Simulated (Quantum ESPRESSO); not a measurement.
# MnHg: energy against a fixed spin moment

Wanted: E(M) for MnHg from a parallel start.

Main program and level: Quantum ESPRESSO 7.5; PBE; plane waves with GBRV 1.5 PBE potentials, no spin-orbit coupling.

**1. The structure**

Symmetry: Pm-3m, No. 221, cubic system. The conventional cell has a = 3.315 Å, b = 3.315 Å, c = 3.315 Å, α = 90.00°, β = 90.00°, γ = 90.00°. Mn has 8 Hg at 2.87 Å nearest. Nearest to Hg lie 8 Mn at 2.87 Å. Farther neighbours are not listed.

The cell comes from the Crystallography Open Database.

**2. No moment imposed**

pw.in

```
&CONTROL
  calculation = 'scf'
  prefix = 'pwscf'
  outdir = './tmp'
  pseudo_dir = './pseudo'
  disk_io = 'nowf'
/
&SYSTEM
  ibrav = 0
  nat = 2
  ntyp = 2
  ecutwfc = 40
  ecutrho = 280
  nbnd = 22
  occupations = 'smearing'
  smearing = 'fd'
  degauss = 0.00734986
  nspin = 2
  starting_magnetization(1) = 0.2333
  starting_magnetization(2) = 0
/
&ELECTRONS
  conv_thr = 4d-09
  electron_maxstep = 150
  mixing_beta = 0.3
/
ATOMIC_SPECIES
Mn     54.9380 mn_pbe_v1.5.uspp.F.UPF
Hg    200.5920 hg_pbe_v1.uspp.F.UPF
CELL_PARAMETERS bohr
   6.2644421031    0.0000000000    0.0000000000
   0.0000000000    6.2644421031    0.0000000000
   0.0000000000    0.0000000000    6.2644421031
ATOMIC_POSITIONS crystal
Mn      0.5000000000    0.5000000000    0.5000000000
Hg      0.0000000000    0.0000000000    0.0000000000
K_POINTS automatic
8 8 8 0 0 0
```

Run with:

```sh
$ OMP_NUM_THREADS=1 mpirun -n 2 pw.x -nk 2 -in pw.in > pw.out
```

Log:

```text
Program PWSCF v.7.5 starts

     Message from routine setup:
     using ibrav=0 with symmetry is DISCOURAGED, use correct ibrav instead

     K-points division:     npool     =       2
     Subspace diagonalization in iterative solution of the eigenvalue problem:

     G-vector sticks info
     --------------------
     sticks:   dense  smooth     PW     G-vecs:    dense   smooth      PW
     Sum         877     497    161                19549     8385    1551

     Using Slab Decomposition

     bravais-lattice index     =            0
     lattice parameter (alat)  =       6.2644  a.u.
     unit-cell volume          =     245.8370 (a.u.)^3
     number of atoms/cell      =            2
     number of atomic types    =            2
     number of electrons       =        27.00
     number of Kohn-Sham states=           22
     kinetic-energy cutoff     =      40.0000  Ry
     charge density cutoff     =     280.0000  Ry
     scf convergence threshold =      4.0E-09
     mixing beta               =       0.3000
     number of iterations used =            8  plain     mixing
     Exchange-correlation= SLA  PW   PBE  PBE
                           (   1   4   3   4   0   0   0)

     celldm(1)=   6.264442  celldm(2)=   0.000000  celldm(3)=   0.000000
     celldm(4)=   0.000000  celldm(5)=   0.000000  celldm(6)=   0.000000

     crystal axes: (cart. coord. in units of alat)
               a(1) = (   1.000000   0.000000   0.000000 )
               a(2) = (   0.000000   1.000000   0.000000 )
               a(3) = (   0.000000   0.000000   1.000000 )

     reciprocal axes: (cart. coord. in units 2 pi/alat)
               b(1) = (  1.000000  0.000000  0.000000 )
               b(2) = (  0.000000  1.000000  0.000000 )
               b(3) = (  0.000000  0.000000  1.000000 )

     PseudoPot. # 1 for Mn read from file:
     mn_pbe_v1.5.uspp.F.UPF
     Pseudo is Ultrasoft + core correction, Zval = 15.0
     Generated by new atomic code, or converted to UPF format
     Using radial grid of  859 points,  6 beta functions with:
                l(1) =   0
                l(2) =   0
                l(3) =   1
                l(4) =   1
                l(5) =   2
                l(6) =   2
     Q(r) pseudized with  8 coefficients,  rinner =    0.950   0.950   0.950
                                                       0.950   0.950

     PseudoPot. # 2 for Hg read from file:
     hg_pbe_v1.uspp.F.UPF
     Pseudo is Ultrasoft + core correction, Zval = 12.0
     Generated by new atomic code, or converted to UPF format
     Using radial grid of  985 points,  6 beta functions with:
                l(1) =   0
                l(2) =   0
                l(3) =   1
                l(4) =   1
                l(5) =   2
                l(6) =   2
     Q(r) pseudized with  8 coefficients,  rinner =    2.000   2.000   2.000
                                                       2.000   2.000

     atomic species   valence    mass     pseudopotential
     Mn               15.00    54.93800     Mn( 1.00)
     Hg               12.00   200.59200     Hg( 1.00)

     Starting magnetic structure
     atomic species   magnetization
     Mn              0.233
     Hg              0.000

     48 Sym. Ops., with inversion, found

   Cartesian axes

     site n.     atom                  positions (alat units)
         1        Mn     tau(   1) = (   0.5000000   0.5000000   0.5000000  )
         2        Hg     tau(   2) = (   0.0000000   0.0000000   0.0000000  )

     number of k points=    35  Fermi-Dirac smearing, width (Ry)=  0.0073
                       cart. coord. in units 2pi/alat
        k(    1) = (   0.0000000   0.0000000   0.0000000), wk =   0.0019531
        k(    2) = (   0.0000000   0.0000000   0.1250000), wk =   0.0117188
        k(    3) = (   0.0000000   0.0000000   0.2500000), wk =   0.0117188
        k(    4) = (   0.0000000   0.0000000   0.3750000), wk =   0.0117188
        k(    5) = (   0.0000000   0.0000000  -0.5000000), wk =   0.0058594
        [... 30 further k-points ...]

     Dense  grid:    19549 G-vectors     FFT dimensions: (  36,  36,  36)

     Smooth grid:     8385 G-vectors     FFT dimensions: (  25,  25,  25)

     Check: negative core charge=   -0.000026
     Generating pointlists ...
     new r_m :   0.3572 (alat units)  2.2379 (a.u.) for type    1
     new r_m :   0.3572 (alat units)  2.2379 (a.u.) for type    2

     Initial potential from superposition of free atoms

     starting charge      26.4999, renormalised to      27.0000
     Starting wfcs are   22 randomized atomic wfcs

     Self-consistent Calculation

     iteration #  1     ecut=    40.00 Ry     beta= 0.30
     Davidson diagonalization with overlap
     ethr =  1.00E-02,  avg # of iterations =  4.1

     total energy              =    -318.87168366 Ry
     estimated scf accuracy    <       0.38585267 Ry

     total magnetization       =     3.62 Bohr mag/cell
     absolute magnetization    =     3.76 Bohr mag/cell

     iteration #  2     ecut=    40.00 Ry     beta= 0.30
     Davidson diagonalization with overlap
     ethr =  1.43E-03,  avg # of iterations =  2.0

     total energy              =    -318.93202377 Ry
     estimated scf accuracy    <       0.02514507 Ry

     total magnetization       =     3.70 Bohr mag/cell
     absolute magnetization    =     3.86 Bohr mag/cell

     iteration #  3     ecut=    40.00 Ry     beta= 0.30
     Davidson diagonalization with overlap
     ethr =  9.31E-05,  avg # of iterations =  2.3

     total energy              =    -318.93594662 Ry
     estimated scf accuracy    <       0.01172187 Ry

     total magnetization       =     3.78 Bohr mag/cell
     absolute magnetization    =     3.97 Bohr mag/cell

     [... further iterations left out ...]

     iteration # 10     ecut=    40.00 Ry     beta= 0.30
     Davidson diagonalization with overlap
     ethr =  6.45E-09,  avg # of iterations =  2.7

     negative rho (up, down):  0.000E+00 2.732E-04

     total energy              =    -318.94021276 Ry
     estimated scf accuracy    <       0.00000024 Ry

     total magnetization       =     3.91 Bohr mag/cell
     absolute magnetization    =     4.16 Bohr mag/cell

     iteration # 11     ecut=    40.00 Ry     beta= 0.30
     Davidson diagonalization with overlap
     ethr =  8.97E-10,  avg # of iterations =  2.4

     negative rho (up, down):  0.000E+00 2.734E-04

     total energy              =    -318.94021282 Ry
     estimated scf accuracy    <       0.00000004 Ry

     total magnetization       =     3.91 Bohr mag/cell
     absolute magnetization    =     4.16 Bohr mag/cell

     iteration # 12     ecut=    40.00 Ry     beta= 0.30
     Davidson diagonalization with overlap
     ethr =  1.49E-10,  avg # of iterations =  2.8

     negative rho (up, down):  0.000E+00 2.733E-04

     total energy              =    -318.94021286 Ry
     estimated scf accuracy    <       0.00000003 Ry

     total magnetization       =     3.91 Bohr mag/cell
     absolute magnetization    =     4.16 Bohr mag/cell

     iteration # 13     ecut=    40.00 Ry     beta= 0.30
     Davidson diagonalization with overlap
     ethr =  9.58E-11,  avg # of iterations =  1.9

     negative rho (up, down):  0.000E+00 2.732E-04

     Magnetic moment per site  (integrated on atomic sphere of radius R)
     atom   1 (R=0.357)  charge= 13.7124  magn=  3.8829
     atom   2 (R=0.357)  charge= 10.1819  magn= -0.0255

     End of self-consistent calculation

     [... lines left out ...]
     the Fermi energy is    13.9460 ev

!    total energy              =    -318.94021287 Ry
     estimated scf accuracy    <          7.4E-11 Ry
     smearing contrib. (-TS)   =      -0.00380204 Ry
     internal energy E=F+TS    =    -318.93641083 Ry

     The total energy is F=E-TS. E is the sum of the following terms:
     one-electron contribution =    -118.07220521 Ry
     hartree contribution      =      78.11488449 Ry
     xc contribution           =     -65.76621382 Ry
     ewald contribution        =    -213.21287629 Ry

     total magnetization       =     3.91 Bohr mag/cell
     absolute magnetization    =     4.16 Bohr mag/cell

     convergence has been achieved in  13 iterations

=------------------------------------------------------------------------------=
   JOB DONE.
=------------------------------------------------------------------------------=
```

Elapsed: 14 s, on 2 MPI ranks of Arm Neoverse V1, shared host; peak memory 0.2 GiB.

Spin moment in the atom's sphere by atom:

```
atom  spin moment in the atom's sphere (μB)
 Mn1                                   3.88
 Hg2                                  -0.03
```

Read from the output:

```
smearing term TS       : 0.05173 eV
magnetization          : 3.914 μB
absolute magnetization : 4.16 μB
final state            : ferromagnetic
```

**3. Moment fixed at 0 μB**

The two spin channels are filled to separate Fermi energies, so that the total moment meets the target. Half of the up one less the down one is the slope dE/dM.

pw.in, as its differences from that of step 2:

```diff
@@ -13,3 +13,3 @@
   ecutrho = 280
-  nbnd = 22
+  nbnd = 23
   occupations = 'smearing'
@@ -18,4 +18,5 @@
   nspin = 2
-  starting_magnetization(1) = 0.2333
+  starting_magnetization(1) = 0.0117
   starting_magnetization(2) = 0
+  tot_magnetization = 0
 /
```

Log:

```text
     [... lines left out ...]
Program PWSCF v.7.5 starts
     [... lines left out ...]
     number of atoms/cell      =            2
     [... lines left out ...]
     number of electrons       =        27.00 (up:  13.50, down:  13.50)
     number of Kohn-Sham states=           23
     kinetic-energy cutoff     =      40.0000  Ry
     charge density cutoff     =     280.0000  Ry
     scf convergence threshold =      4.0E-09
     [... lines left out ...]
     48 Sym. Ops., with inversion, found
     [... lines left out ...]
     number of k points=    35  Fermi-Dirac smearing, width (Ry)=  0.0073
     [... lines left out ...]
     iteration # 12     ecut=    40.00 Ry     beta= 0.30
     [... lines left out ...]
     Magnetic moment per site  (integrated on atomic sphere of radius R)
     atom   1 (R=0.357)  charge= 13.7637  magn= -0.0000
     atom   2 (R=0.357)  charge= 10.1376  magn=  0.0000
     [... lines left out ...]
     the spin up/dw Fermi energies are    13.1847   13.1847 ev
!    total energy              =    -318.83546600 Ry
     estimated scf accuracy    <          1.0E-09 Ry
     smearing contrib. (-TS)   =      -0.01307642 Ry
     [... lines left out ...]
     total magnetization       =     0.00 Bohr mag/cell
     absolute magnetization    =     0.00 Bohr mag/cell
     convergence has been achieved in  12 iterations
```

Run time: 13 s. Hardware: 2 MPI ranks; peak memory 0.2 GiB.

Read from the output:

| Item | Value |
| --- | --- |
| magnetization | 0 μB |
| absolute magnetization | 0 μB |
| half the difference of the two Fermi energies | 0 meV |
| largest moment | 0 μB |

**4. Moment fixed at 0.528 μB**

pw.in, as its differences from that of step 3:

```diff
@@ -18,5 +18,5 @@
   nspin = 2
-  starting_magnetization(1) = 0.0117
+  starting_magnetization(1) = 0.0352
   starting_magnetization(2) = 0
-  tot_magnetization = 0
+  tot_magnetization = 0.528
 /
```

Log:

```text
     [... lines left out ...]
Program PWSCF v.7.5 starts
     [... lines left out ...]
     number of atoms/cell      =            2
     [... lines left out ...]
     number of electrons       =        27.00 (up:  13.76, down:  13.24)
     number of Kohn-Sham states=           23
     kinetic-energy cutoff     =      40.0000  Ry
     charge density cutoff     =     280.0000  Ry
     scf convergence threshold =      4.0E-09
     [... lines left out ...]
     48 Sym. Ops., with inversion, found
     [... lines left out ...]
     number of k points=    35  Fermi-Dirac smearing, width (Ry)=  0.0073
     [... lines left out ...]
     iteration # 13     ecut=    40.00 Ry     beta= 0.30
     [... lines left out ...]
     Magnetic moment per site  (integrated on atomic sphere of radius R)
     atom   1 (R=0.357)  charge= 13.7632  magn=  0.6067
     atom   2 (R=0.357)  charge= 10.1387  magn= -0.0281
     [... lines left out ...]
     the spin up/dw Fermi energies are    12.9908   13.3867 ev
!    total energy              =    -318.83934561 Ry
     estimated scf accuracy    <          5.1E-10 Ry
     smearing contrib. (-TS)   =      -0.01272673 Ry
     [... lines left out ...]
     total magnetization       =     0.53 Bohr mag/cell
     absolute magnetization    =     0.70 Bohr mag/cell
     convergence has been achieved in  13 iterations
```

Elapsed: 15 s, on 2 MPI ranks; peak memory 0.2 GiB; 29 s of CPU time.

Spin moment in the atom's sphere by atom:

```csv
atom,spin moment in the atom's sphere (μB)
Mn1,0.607
Hg2,-0.028
```

This step gave:

| Property | Result |
| --- | --- |
| magnetization | 0.528 μB |
| absolute magnetization | 0.701 μB |
| half the difference of the two Fermi energies | -197.9 meV |

**5. Moment fixed at 1.057 μB**

pw.in, as its differences from that of step 4:

```diff
@@ -13,3 +13,3 @@
   ecutrho = 280
-  nbnd = 23
+  nbnd = 24
   occupations = 'smearing'
@@ -18,5 +18,5 @@
   nspin = 2
-  starting_magnetization(1) = 0.0352
+  starting_magnetization(1) = 0.0705
   starting_magnetization(2) = 0
-  tot_magnetization = 0.528
+  tot_magnetization = 1.057
 /
```

Log:

```text
     [... lines left out ...]
Program PWSCF v.7.5 starts
     [... lines left out ...]
     number of atoms/cell      =            2
     [... lines left out ...]
     number of electrons       =        27.00 (up:  14.03, down:  12.97)
     number of Kohn-Sham states=           24
     kinetic-energy cutoff     =      40.0000  Ry
     charge density cutoff     =     280.0000  Ry
     scf convergence threshold =      4.0E-09
     [... lines left out ...]
     48 Sym. Ops., with inversion, found
     [... lines left out ...]
     number of k points=    35  Fermi-Dirac smearing, width (Ry)=  0.0073
     [... lines left out ...]
     iteration # 13     ecut=    40.00 Ry     beta= 0.30
     [... lines left out ...]
     Magnetic moment per site  (integrated on atomic sphere of radius R)
     atom   1 (R=0.357)  charge= 13.7616  magn=  1.2019
     atom   2 (R=0.357)  charge= 10.1418  magn= -0.0527
     [... lines left out ...]
     the spin up/dw Fermi energies are    12.8354   13.5775 ev
!    total energy              =    -318.85054345 Ry
     estimated scf accuracy    <          2.9E-10 Ry
     smearing contrib. (-TS)   =      -0.01121035 Ry
     [... lines left out ...]
     total magnetization       =     1.06 Bohr mag/cell
     absolute magnetization    =     1.38 Bohr mag/cell
     convergence has been achieved in  13 iterations
```

Wall time 15 s (2 MPI ranks); peak memory 0.2 GiB; 30 s of CPU time.

This step gave:

* magnetization: 1.057 μB
* absolute magnetization: 1.376 μB
* half the difference of the two Fermi energies: -371.1 meV
* largest moment: 1.202 μB

**6. What a mistake does**

One input was spoiled on purpose, to see how the program answers.

pw.in

```
&CONTROL
  calculation = 'scf'
  prefix = 'pwscf'
  outdir = './tmp'
  pseudo_dir = './pseudo'
  disk_io = 'nowf'
/
&SYSTEM
  ibrav = 0
  nat = 2
  ntyp = 2
  encut = 500
  ecutwfc = 40
  ecutrho = 280
  nbnd = 22
  occupations = 'smearing'
  smearing = 'fd'
  degauss = 0.00734986
  nspin = 2
  starting_magnetization(1) = 0.2333
  starting_magnetization(2) = 0
/
&ELECTRONS
  conv_thr = 4d-09
  electron_maxstep = 50
  mixing_beta = 0.3
/
ATOMIC_SPECIES
Mn     54.9380 mn_pbe_v1.5.uspp.F.UPF
Hg    200.5920 hg_pbe_v1.uspp.F.UPF
CELL_PARAMETERS angstrom
   3.3150000000    0.0000000000    0.0000000000
   0.0000000000    3.3150000000    0.0000000000
   0.0000000000    0.0000000000    3.3150000000
ATOMIC_POSITIONS crystal
Mn      0.5000000000    0.5000000000    0.5000000000
Hg      0.0000000000    0.0000000000    0.0000000000
K_POINTS automatic
8 8 8 0 0 0
```

Log:

```text
     [... lines left out ...]
Program PWSCF v.7.5 starts
     Error in routine  read_namelists (1):
      bad line in namelist &system: "  encut = 500" (error could be in the previous line)
 %%%%%%%%%%%%%%%%%%%%%%%%%%%%%%%%%%%%%%%%%%%%%%%%%%%%%%%%%%%%%%%%%%%%%%%%%%%%%%
     stopping ...
```

Wall time 0.74 s (2 MPI ranks); peak memory 0.05 GiB.

The input was rejected at the start.

The program's message: “read_namelists (1): bad line in namelist &system: " encut = 500" (error could be in the previous line)”

The fault put into the input: a keyword of another program.

**7. The curve**

The runs not shown differ in the target, the start and the number of states alone. The point at 3.91 μB is the free run, entered with slope zero.

Energy over the lowest against total spin moment:

```
total spin moment (μB a cell)  energy over the lowest (meV a cell)
                         0.00                                 1425
                         0.53                                 1372
                         1.06                                 1220
                         1.58                                  990
                         2.11                                  709
                         2.64                                  410
                         3.17                                  163
                         3.70                                 16.2
                         3.91                                    0
                         4.23                                 40.6
                         4.75                                  354
                         5.28                                  929
```

The dE/dM by total spin moment:

| total spin moment (μB a cell) | dE/dM (meV/μB) |
| --- | --- |
| 0.00 | -0.00395 |
| 0.53 | -198 |
| 1.06 | -371 |
| 1.58 | -492 |
| 2.11 | -564 |
| 2.64 | -524 |
| 3.17 | -395 |
| 3.70 | -146 |
| 3.91 | 0 |
| 4.23 | 290 |
| 4.75 | 865 |
| 5.28 | 1312 |

Table of largest site moment by total spin moment:

```
total spin moment (μB a cell)  largest site moment (μB)
                         0.00                         0
                         0.53                     0.607
                         1.06                      1.20
                         1.58                      1.78
                         2.11                      2.34
                         2.64                      2.88
                         3.17                      3.36
                         3.70                      3.74
                         3.91                      3.88
                         4.23                      4.06
                         4.75                      4.32
                         5.28                      4.53
```

**8. Outcome**

```yaml
moment_of_the_free_run: 3.91 μB a cell
energy_at_zero_total_moment: 1425 meV a cell over the lowest
delta_e_delta_m2_from_the_lowest_point_to_4p23_and_to_3p70_mu_b: 413 and 349 meV/μB²
```

At zero total moment the site moments vanish, so the 1425 meV a cell is the energy of forming them. The points show one minimum alone. The cell holds one seeded atom, so opposed orders, which may lie lower, cannot form in it. Energies are free energies at an electronic temperature of 1160 K, which lowers moments and differences where the moments are itinerant.

[Logs and program files are shortened in this print: banners, set-up blocks, solver, clock and traceback lines can be left out without a mark of their own.]

[Logs are printed without paths, hosts, clocks, repeated set-up lines and the standing remarks that a program may print on its own settings, such as how far it seeks lower states.]

[Hosts, paths, dates, database ids (printed as entryN), source tags and the programs' standing remarks are cut or masked in the printed files.]

[Where a cell is said to come from a database of computed structures, the database is the Materials Project.]
